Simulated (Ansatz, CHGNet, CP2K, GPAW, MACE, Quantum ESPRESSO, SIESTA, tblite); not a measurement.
# The unslipped end of a generalised stacking fault on (111) of Pb (72 atoms) in SIESTA, part 2 of 2

Aim: run the unslipped end of a generalised stacking fault on (111) of Pb (72 atoms) in SIESTA and see how near its forces come to a plane-wave reference, and at what cost.

Program: SIESTA 5.4.2; the method stands at each step. Banners, paths, timers and routine set-up lines are dropped from the logs unmarked, and long logs keep their key lines alone; longer cuts are marked. The potentials were converted by us to PSML.

So far. Step 2 (PBE, DZP, shift 0.01 Ry, mesh 300 Ry): Forces lie 18 % from the reference's, at 0.076 times its CPU time (on 2 against 4 cores). Step 3 (PBE, SZP, shift 0.01 Ry, mesh 300 Ry): Against the first run (18 %), the force difference from the reference is 46 %, at 0.79 times the CPU time, with 1008 basis functions against 1296: the smaller basis costs accuracy.

## Step 4: PBE, DZP, shift 0.01 Ry, mesh 150 Ry

Method: Kohn-Sham DFT, PBE, PseudoDojo 0.4.1 norm-conserving pseudopotentials (converted to PSML), numerical atomic orbitals (DZP), diagonalisation.

The input, input.fdf:

```
SystemLabel cell
NumberOfAtoms 72
NumberOfSpecies 1
%block ChemicalSpeciesLabel
  1 82 Pb
%endblock ChemicalSpeciesLabel
LatticeConstant 1.0 Ang
%block LatticeVectors
  10.50054 0.00000 0.00000
  0.00000 12.12497 0.00000
  0.00000 0.00000 17.24730
%endblock LatticeVectors
PAO.BasisSize DZP
PAO.EnergyShift 0.01 Ry
XC.Functional GGA
XC.Authors PBE
MeshCutoff 150 Ry
%block kgrid_Monkhorst_Pack
  1 0 0 0.0
  0 1 0 0.0
  0 0 1 0.0
%endblock kgrid_Monkhorst_Pack
SolutionMethod diagon
OccupationFunction FD
ElectronicTemperature 580 K
SCF.Mixer.Method Pulay
SCF.Mixer.Weight 0.05
SCF.Mixer.History 8
SCF.Mix Hamiltonian
MaxSCFIterations 300
SCF.DM.Tolerance 1e-04
SCF.H.Tolerance 1.0e-3 eV
WriteForces T
Write.HirshfeldPop T
Write.VoronoiPop T
Write.DM F
Write.H F
XML.Write F
AtomicCoordinatesFormat Fractional
%block AtomicCoordinatesAndAtomicSpecies
[... 72 atom lines left out: the same atoms as in the first run ...]
%endblock AtomicCoordinatesAndAtomicSpecies
```

Started as:

```console
$ OMP_NUM_THREADS=1 mpirun -np 2 siesta < input.fdf > output.txt
```

Output:

```text
Version         : 5.4.2
reinit: System Name:
reinit: System Label: cell
initatom: Reading input for the pseudopotentials and atomic orbitals ----------
Species number:   1 Atomic number:   82 Label: Pb
Ground state valence configuration (from tables):   6s02  6p02  6d00  5f00
---- Processing specs for species: Pb
GGA--PBE XC_GGA_X_PBE--XC_GGA_C_PBE pb
[... lines left out ...]
        iscf     Eharris(eV)        E_KS(eV)     FreeEng(eV)     dDmax    Ef(eV) dHmax(eV)
[... lines left out ...]
SCF Convergence by DM+H criterion
[... lines left out ...]
SCF cycle converged after 16 iterations
[... lines left out ...]
   Max    0.480695
[... lines left out ...]
   Max    0.480695    constrained
Stress tensor Voigt[x,y,z,yz,xz,xy] (kbar):      -85.66       25.66      -55.05       -7.30        0.00       -0.35
[... lines left out ...]
siesta: FreeEng =   -137835.172368
[... lines left out ...]
siesta:         Fermi =      -3.186258
[... lines left out ...]
siesta:    -0.000219    0.016014   -0.004555
siesta:     0.000000   -0.004555   -0.034358
siesta: Cell volume =       2195.904375 Ang**3
siesta: Pressure (static):
siesta:                Solid            Molecule  Units
siesta:           0.00026069          0.00016091  Ry/Bohr**3
siesta:           0.02393549          0.01477424  eV/Ang**3
siesta:          38.34888365         23.67093894  kBar
    Orbital volume contribution        =          75.115738 eV
    (Free)E + p_basis*V_orbitals       =     -137760.056629 eV
    (Free)Eharris+ p_basis*V_orbitals  =     -137760.056654 eV
Hirshfeld Atomic Populations:
Atom #   charge [q] valence [e]  Species
     1    -0.001290   14.001290  Pb
     2     0.010256   13.989744  Pb
     3     0.010701   13.989299  Pb
[...]
--------------------
 Total    -0.000080
Voronoi Atomic Populations:
Atom #   charge [q] valence [e]  Species
[...]
71    -0.005700   14.005700  Pb
    72     0.001341   13.998659  Pb
--------------------
 Total    -0.000081
```

Wall time 88 s (2 MPI ranks of Arm Neoverse V2, shared host); peak memory 1 GiB.

Numbers from this run, and their distance from the reference:

```yaml
r_m_s_force_component: 0.1822 eV/Å
r_m_s_difference_of_force_components: 28.06 meV/Å
longest_difference_of_force_vectors: 96.39 meV/Å
force_difference_over_r_m_s_force: 17.86 %
slope_of_forces_against_the_reference_s: 1.156
correlation_of_force_components: 0.9972
pressure: 3.835 GPa
pressure_difference: 1.094 GPa
energy_less_the_same_level_run_s: -6.955 meV/atom
r_m_s_force_difference_from_the_same_level_run: 1.375 meV/Å
```

This is a coarse setting, run to see what it loses.

Against the first run (18 %), the force difference from the reference is 18 %, at 0.41 times the CPU time: the change moves forces by 1.4 meV/Å r.m.s., so most of the difference comes from elsewhere.

## Step 5: All runs compared

Differences are against the plane-wave reference, forces as r.m.s. over components; share is that over the reference's r.m.s. force, slope the least-squares factor from reference forces to these. Total energies of different programs have different zeros and aren't compared.

| run | Δ force, r.m.s. (meV/Å) | share (%) | slope | Δ pressure (GPa) | cores | CPU time | memory (GiB) |
| --- | --- | --- | --- | --- | --- | --- | --- |
| reference | - | - | - | - | 4 | 1.6 h | 6.9 |
| SIESTA PBE, DZP, shift 0.01 Ry, mesh 300 Ry | 28.2 | 17.9 | 1.157 | 1.03 | 2 | 7.1 min | 2.1 |
| SIESTA PBE, SZP, shift 0.01 Ry, mesh 300 Ry (coarse) | 71.8 | 45.7 | 1.414 | 1.57 | 2 | 5.6 min | 1.9 |
| SIESTA PBE, DZP, shift 0.01 Ry, mesh 150 Ry (coarse) | 28.1 | 17.9 | 1.156 | 1.09 | 2 | 2.9 min | 1.0 |

Rows marked coarse were listed beforehand as settings not expected to be converged; some can still land near the reference.

CPU time is summed over cores on a shared host, where runs went side by side, so it is rough. Symmetry, cutoffs, thresholds, outputs and thread counts weren't matched or tuned between programs; memory under MPI is the largest rank's times the ranks.

Within one program, basis, potentials and functional, energies share a zero. Each run against its twin at the usual cutoff or grid and solver:

| run | twin | Δ energy (meV/atom) | Δ force, r.m.s. (meV/Å) | CPU time over the twin's |
| --- | --- | --- | --- | --- |
| SIESTA PBE, DZP, shift 0.01 Ry, mesh 150 Ry | DZP, shift 0.01 Ry, mesh 300 Ry | -6.95 | 1.38 | 0.41 |

## Step 6: Results

* nearest in forces: a tie at 18 % of 2 runs: SIESTA PBE, DZP, shift 0.01 Ry, mesh 300 Ry; SIESTA PBE, DZP, shift 0.01 Ry, mesh 150 Ry (coarse)

In words: The PBE run in local orbitals, coarse settings apart, differs by 18 % (SIESTA PBE, DZP, shift 0.01 Ry, mesh 300 Ry); basis, grid and potentials can all enter. Runs with settings chosen to be coarse differ by 18 % (SIESTA PBE, DZP, shift 0.01 Ry, mesh 150 Ry) to 46 % (SIESTA PBE, SZP, shift 0.01 Ry, mesh 300 Ry), their programs' other errors included. Of the electronic-structure runs that take under half the reference's CPU time, SIESTA PBE, DZP, shift 0.01 Ry, mesh 150 Ry is among the nearest, at 18 % in 2.9 min against 1.6 h. SIESTA PBE, SZP, shift 0.01 Ry, mesh 300 Ry stiffens the forces by a factor of 1.41 while following their directions (correlation 0.991); the slopes of the 3 SIESTA runs lie between 1.16 and 1.41. In pressure, SIESTA PBE, SZP, shift 0.01 Ry, mesh 300 Ry misses by +1.6 GPa, at the same functional. The reference's pressure holds the uncorrected Pulay stress of its 45 Ry basis, so small pressure differences, and their order, may be the reference's own error. The reference's stress is far from hydrostatic: its diagonal is 7.3, -3.5, 4.5 GPa, compression counted positive. The host structure and its lattice constant were typed by rule, without a check against the phase diagram. The reference's pressure of 2.7 GPa says that the cell would expand at this level of theory. The electronic-structure runs sample only Γ, in a cell whose shortest periodic width is 11 Å, which is coarse for a cell with partly filled levels. Spin–orbit coupling is left out, which matters for the levels of the heavy elements.

[Also dropped from logs without a mark: logging warnings of Python, and SIESTA's first energy breakdown and zero terms.]

[Logs are printed without paths, hosts, clocks, repeated set-up lines and the standing remarks that a program may print on its own settings, such as how far it seeks lower states.]

[Hosts, paths, dates, database ids (printed as entryN), source tags and the programs' standing remarks are cut or masked in the printed files.]
